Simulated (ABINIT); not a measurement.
**Quasiparticle gap of LiGeN (P6_3mc) in ABINIT**

Wanted: ground state, empty states, screening and self-energy for LiGeN (P6_3mc).

Main program and level: ABINIT 10.8.3; PBE and many-body steps on it, plane waves.

### 1. The starting structure

It takes space group P6_3mc (No. 186, hexagonal). Conventional cell: a = 3.012 Å, b = 3.012 Å, c = 9.419 Å, α = 90.00°, β = 90.00°, γ = 120.00°. Nearest to Li lie 3 N at 2.18 Å. Nearest to Ge lie 3 N at 2.00 Å. N has 3 Ge at 2.00 Å and 3 Li at 2.18 Å nearest. Farther neighbours and most contacts between anions are not listed.

The cell and positions are those that the Materials Project relaxed with its own functionals (PBE, PBE+U or r2SCAN), kept fixed.

### 2. Ground state

This step: ABINIT 10.8.3; DFT, PBE, plane waves, norm-conserving pseudopotentials.

The ground-state density comes first.

run.abi reads:

```
acell 3*1.0 Angstrom
rprim 
  3.012408535488 -0.000000000022 0.000000000000
  -1.506204267725 2.608822318321 0.000000000000
  0.000000000000 0.000000000000 9.419459000000
ntypat 3
znucl 3 32 7
natom 6
typat 1 1 2 2 3 3
xred 
  0.666666666667 0.333333333333 0.743392000000
  0.333333333333 0.666666666667 0.243392000000
  -0.000000000000 -0.000000000000 0.498023000000
  -0.000000000000 -0.000000000000 0.998023000000
  0.333333333333 0.666666666667 0.603223000000
  0.666666666667 0.333333333333 0.103223000000
pp_dirpath "pseudos"
pseudos "Li.upf, Ge.upf, N.upf"
ecut 56
ngkpt 6 6 2
nshiftk 1
shiftk 0 0 0
kptopt 1
chksymbreak 0
nband 37
occopt 1
tolvrs 1e-10
nstep 60
prtwf 0
optforces 0
optstress 0
indata_prefix "in"
outdata_prefix "out"
tmpdata_prefix "tmp"
```

Run with:

```
$ OMP_NUM_THREADS=1 mpirun -n 4 abinit run.abi > log
```

Numbers of over 12 decimals in the logs are rounded to 6 here.

Log:

```text
.Version 10.8.3 of ABINIT. v10.8.2 released Aug 2026.

 Symmetries : space group P6_3 m c (#186); Bravais hP (primitive hexag.)
================================================================================
 Values of the parameters that define the memory need of the present run
     intxc =       0    ionmov =       0      iscf =       7    lmnmax =       6
     lnmax =       6     mgfft =     120  mpssoang =       3    mqgrid =    5997
     natom =       6  nloc_mem =       1    nspden =       1   nspinor =       1
    nsppol =       1      nsym =      12    n1xccc =    2501    ntypat =       3
    occopt =       1   xclevel =       2
-    mband =          37        mffmem =           1         mkmem =           4
       mpw =       10027          nfft =      192000          nkpt =          14
================================================================================
  Rough estimation (10% accuracy) of disk space for files :
================================================================================

--------------------------------------------------------------------------------
------------- Echo of variables that govern the present computation ------------
--------------------------------------------------------------------------------
 -outvars: echo values of preprocessed input variables --------
            acell      1.8897261259E+00  1.8897261259E+00  1.8897261259E+00 Bohr

      chksymbreak           0
             ecut      5.60000000E+01 Hartree
-          fftalg         312

              ixc     -101130
              kpt      0.00000000E+00  0.00000000E+00  0.00000000E+00
                       1.66666667E-01  0.00000000E+00  0.00000000E+00
                       3.33333333E-01  0.00000000E+00  0.00000000E+00
                       5.00000000E-01  0.00000000E+00  0.00000000E+00
                       1.66666667E-01  1.66666667E-01  0.00000000E+00
                       3.33333333E-01  1.66666667E-01  0.00000000E+00
                       3.33333333E-01  3.33333333E-01  0.00000000E+00
                       0.00000000E+00  0.00000000E+00  5.00000000E-01
                       1.66666667E-01  0.00000000E+00  5.00000000E-01
                       3.33333333E-01  0.00000000E+00  5.00000000E-01
                       5.00000000E-01  0.00000000E+00  5.00000000E-01
[...]
kptrlatt        6    0    0      0    6    0      0    0    2
          kptrlen      3.41557627E+01
P           mkmem           4
            natom           6
            nband          37
            ngfft          40      40     120
             nkpt          14
            nstep          60
             nsym          12
           ntypat           3
              occ      2.000000  2.000000  2.000000  2.000000  2.000000  2.000000
                       2.000000  2.000000  2.000000  2.000000  2.000000  2.000000
                       2.000000  2.000000  2.000000  2.000000  2.000000  2.000000
                       2.000000  2.000000  2.000000  2.000000  2.000000  2.000000
                       2.000000  2.000000  2.000000  2.000000  2.000000  2.000000
                       0.000000  0.000000  0.000000  0.000000  0.000000  0.000000
                       0.000000
        optforces           0
        optstress           0
            prtwf           0
            rprim      3.0124085355E+00 -2.2000000000E-11  0.0000000000E+00
[...]
spgroup         186

           tolvrs      1.00000000E-10

             xred      6.6666666667E-01  3.3333333333E-01  7.4339200000E-01
[...]
znucl        3.00000   32.00000    7.00000

================================================================================

 chkinp: Checking input parameters for consistency.

================================================================================
== DATASET  1 ==================================================================
-   mpi_nproc: 4, omp_nthreads: 1 (-1 if OMP is not activated)

--- !DatasetInfo
iteration_state: {dtset: 1, }
dimensions: {natom: 6, nkpt: 14, mband: 37, nsppol: 1, nspinor: 1, nspden: 1, mpw: 10027, }
cutoff_energies: {ecut:  56.0, pawecutdg:  -1.0, }
electrons: {nelect:   6.00000000E+01, charge:   0.00000000E+00, occopt:   1.00000000E+00, tsmear:   1.00000000E-02, }

 Real(R)+Recip(G) space primitive vectors, cartesian coordinates (Bohr,Bohr^-1):
 R(1)=  5.6926271  0.0000000  0.0000000  G(1)=  0.1756658  0.1014207  0.0000000
 R(2)= -2.8463136  4.9299597  0.0000000  G(2)=  0.0000000  0.2028414  0.0000000
 R(3)=  0.0000000  0.0000000 17.8001978  G(3)=  0.0000000  0.0000000  0.0561792
 Unit cell volume ucvol=  4.9955227E+02 bohr^3
 Angles (23,13,12)=  9.00000000E+01  9.00000000E+01  1.20000000E+02 degrees

 getcut: wavevector=  0.0000  0.0000  0.0000  ngfft=  40  40 120
         ecut(hartree)=     56.000   => boxcut(ratio)=   2.00123

--- Pseudopotential description ------------------------------------------------
- Li Generated using ONCVPSP code by D. R. Hamann
-  3.00000   3.00000  171031                  znucl, zion, pspdat
12 -101130 1 -1 1944                          pspcod,pspxc,lmax,lloc,mmax
     nproj     2     2     0
  pspatm : epsatm=    1.81793346
         --- l  ekb(1:nproj) -->
[...]
pspatm: atomic psp has been read  and splines computed

- Ge Generated using ONCVPSP code by D. R. Hamann
- 32.00000  22.00000  171031                  znucl, zion, pspdat
12 -101130 2 -1 1560                          pspcod,pspxc,lmax,lloc,mmax
     nproj     2     2     2
  pspatm : epsatm=   22.66992952
         --- l  ekb(1:nproj) -->
[...]
pspatm: atomic psp has been read  and splines computed

- N Generated using ONCVPSP code by D. R. Hamann
-  7.00000   5.00000  171031                  znucl, zion, pspdat
12 -101130 1 -1 1058                          pspcod,pspxc,lmax,lloc,mmax
     nproj     2     2     0
  pspatm : epsatm=    5.20977870
         --- l  ekb(1:nproj) -->
[...]
pspatm: atomic psp has been read  and splines computed

   3.56371700E+03                                ecore*ucvol(ha*bohr**3)
--------------------------------------------------------------------------------

_setup2: Arith. and geom. avg. npw (full set) are    9998.736    9998.707

================================================================================

--- !BeginCycle
iteration_state: {dtset: 1, }
solver: {iscf: 7, nstep: 60, nline: 4, wfoptalg: 0, }
tolerances: {tolvrs: 1.00E-10, }

     iter   Etot(hartree)      deltaE(h)  residm     vres2
 ETOT  1  -590.78579835945    -5.908E+02 1.075E+00 6.547E+03
 ETOT  2  -593.67847452729    -2.893E+00 1.693E-02 9.845E+03
 ETOT  3  -594.69990292625    -1.021E+00 1.591E-02 3.349E+02
 ETOT  4  -594.71102235735    -1.112E-02 8.040E-03 1.855E+02
 ETOT  5  -594.71484656879    -3.824E-03 3.292E-03 9.132E+01
 ETOT  6  -594.71965096012    -4.804E-03 3.171E-03 7.420E+00
 ETOT  7  -594.72016755343    -5.166E-04 2.331E-03 1.856E+00
 ETOT  8  -594.72029831669    -1.308E-04 8.717E-04 3.525E-03
 ETOT  9  -594.72029832581    -9.122E-09 3.972E-04 4.927E-03
 ETOT 10  -594.72029861290    -2.871E-07 3.040E-04 7.229E-06
 ETOT 11  -594.72029861350    -5.954E-10 2.021E-04 1.052E-07
 ETOT 12  -594.72029861349     4.775E-12 1.503E-04 3.579E-09
 ETOT 13  -594.72029861356    -6.730E-11 8.834E-05 1.471E-10
 ETOT 14  -594.72029861351     5.116E-11 6.496E-05 4.354E-12

 At SCF step   14       vres2   =  4.35E-12 < tolvrs=  1.00E-10 =>converged.

--- !ResultsGS
iteration_state: {dtset: 1, }
comment   : Summary of ground state results
lattice_vectors:
- [  5.6926271,  -0.0000000,   0.0000000, ]
- [ -2.8463136,   4.9299597,   0.0000000, ]
- [  0.0000000,   0.0000000,  17.8001978, ]
lattice_lengths: [   5.69263,    5.69263,   17.80020, ]
lattice_angles: [ 90.000,  90.000, 120.000, ] # degrees, (23, 13, 12)
lattice_volume:   4.9955227E+02
convergence: {deltae:  5.116E-11, res2:  4.354E-12, residm:  6.496E-05, diffor:  0.000E+00, }
etotal    :  -5.94720299E+02
entropy   :   0.00000000E+00
fermie    :   1.98124078E-01
cartesian_stress_tensor: null
pressure_GPa: null
xred      :
- [  6.6667E-01,   3.3333E-01,   7.4339E-01, Li]
- [  3.3333E-01,   6.6667E-01,   2.4339E-01, Li]
- [  0.0000E+00,   0.0000E+00,   4.9802E-01, Ge]
- [  0.0000E+00,   0.0000E+00,   9.9802E-01, Ge]
- [  3.3333E-01,   6.6667E-01,   6.0322E-01,  N]
- [  6.6667E-01,   3.3333E-01,   1.0322E-01,  N]
cartesian_forces: null
force_length_stats: {min: null, max: null, mean: null, }

 Integrated electronic density in atomic spheres:
 ------------------------------------------------
 Atom  Sphere_radius  Integrated_density
[...]
================================================================================

 ----iterations are completed or convergence reached----

 Mean square residual over all n,k,spin=   21.716E-08; max=  64.957E-06
 reduced coordinates (array xred) for    6 atoms
[...]
0.333333333333      0.666666666667      0.243392000000
       0.000000000000      0.000000000000      0.498023000000
       0.000000000000      0.000000000000      0.998023000000
       0.333333333333      0.666666666667      0.603223000000
       0.666666666667      0.333333333333      0.103223000000
 rms dE/dt=  0.0000E+00; max dE/dt=  0.0000E+00; dE/dt below (all hartree)
    1       0.000000000000      0.000000000000      0.000000000000
    2       0.000000000000      0.000000000000      0.000000000000
    3       0.000000000000      0.000000000000      0.000000000000
    4       0.000000000000      0.000000000000      0.000000000000
    5       0.000000000000      0.000000000000      0.000000000000
    6       0.000000000000      0.000000000000      0.000000000000

 cartesian coordinates (angstrom) at end:
    1      1.506204     0.869607     7.002350
    2      1.267e-11     1.739215     2.292621
    3      0.000000     0.000000     4.691107
    4      0.000000     0.000000     9.400837
    5      1.267e-11     1.739215     5.682034
    6      1.506204     0.869607     0.972305
 length scales=  1.889726125908  1.889726125908  1.889726125908 bohr
              =  1.000000000000  1.000000000000  1.000000000000 angstroms
 prteigrs : about to open file out_EIG
 Fermi (or HOMO) energy (hartree) =   0.19812   Average Vxc (hartree)=  -0.38287
 Eigenvalues (hartree) for nkpt=  14  k points:
 kpt#   1, nband= 37, wtk=  0.01389, kpt=  0.0000  0.0000  0.0000 (reduced coord)
  -5.79504   -5.79504   -3.85332   -3.85332   -3.85332   -3.85332   -3.84980   -3.84980
  -1.46198   -1.46197   -0.68623   -0.68623   -0.68622   -0.68622   -0.68195   -0.68194
  -0.68070   -0.68070   -0.68069   -0.68069   -0.40645   -0.40519   -0.08273   -0.05732
   0.11104    0.15779    0.15779    0.15782    0.15782    0.18782    0.29322    0.32833
   0.46334    0.47787    0.50185    0.50191    0.50714
 prteigrs : prtvol=0 or 1, do not print more k-points.

--- !EnergyTerms
iteration_state     : {dtset: 1, }
comment             : Components of total free energy in Hartree
kinetic             :  2.93505980314650E+02
hartree             :  2.75942634511061E+02
xc                  : -6.47778560154831E+01
Ewald energy        : -2.45298284382412E+02
psp_core            :  7.13382212070344E+00
local_psp           : -7.06666158276591E+02
non_local_psp       : -1.54560436885436E+02
total_energy        : -5.94720298613506E+02
total_energy_eV     : -1.61831637538973E+04
band_energy         : -8.93439323970471E+01

== END DATASET(S) ==============================================================
================================================================================

 -outvars: echo values of variables after computation  --------
           etotal     -5.9472029861E+02
            nband          37
             nkpt          14
          spgroup         186
 [... the other variables as echoed above ...]

 Calculation completed.
```

Elapsed: 72 s, on 4 MPI ranks of Arm Neoverse V1, shared host; peak memory 0.59 GiB; 4.8 min of CPU time.

Numbers from this step:

- total energy: -16183.1638 eV
- gap: 1.464 eV
- k of the valence top: 0.1667, 0.1667, 0
- k of the conduction bottom: 0.5, 0, 0
- least direct gap: 2.454 eV

The gap is indirect, with the least direct gap 0.99 eV higher.

[end of part 1 of 3]

[Paths, hosts, dates, memory and timing lines, banners, echoed tables and standing remarks are left out of the program output.]

[Logs are printed without paths, hosts, clocks, repeated set-up lines and the standing remarks that a program may print on its own settings, such as how far it seeks lower states.]

[Runs of the session that timed out or met a known fault of the program may be left out.]

[Hosts, paths, dates, database ids (printed as entryN), source tags and the programs' standing remarks are cut or masked in the printed files.]

[G0W0 gaps are taken among the corrected bands and points alone; a level outside them can change the order at an edge.]

[Where Ansatz stands beside ABINIT at settings called matched, ABINIT's density can come from a denser mesh and the files from another edition; pairs whose starting gaps differed by over 0.03 eV were left out, so agreement reads better than it is.]
